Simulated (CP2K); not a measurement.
The O K edge of oxetane was computed by TDDFT (CP2K XAS_TDP, aug-cc-pVDZ, TDA) at these levels: BHandHLYP, PBEh(45%) and PBEh(45%) + GW2X. The first three lines of O3 (bonded to 2 C) with a strength over 0.0015, energy in eV and strength:

```csv
run,first,second,third
1,530.54 (0.014),530.99 (0.036),532.29 (0.006)
2,533.11 (0.015),533.44 (0.041),533.97 (0.002)
3,535.26 (0.014),535.71 (0.035),537.01 (0.006)
```

**Question.** Which run is which?

Run 1: PBEh(45%) (45 % exact exchange). Run 2: BHandHLYP (50 % exact exchange). Run 3: PBEh(45%) + GW2X (45 % exact exchange). Self-interaction lifts the core level, so the uncorrected lines rise with the share of exact exchange. The GW2X run keeps the spacings of its parent: 0.45 eV between the first two lines in run 3, 0.45 eV in run 1. Its shift is +4.72 eV, since the Kohn–Sham level at this share of exchange lies that far above the quasiparticle level.

[Banner, clock and machine lines of the logs are left out without a mark of their own.]

[Logs are printed without paths, hosts, clocks, repeated set-up lines and the standing remarks that a program may print on its own settings, such as how far it seeks lower states.]

[Hosts, paths, dates, database ids (printed as entryN), source tags and the programs' standing remarks are cut or masked in the printed files.]
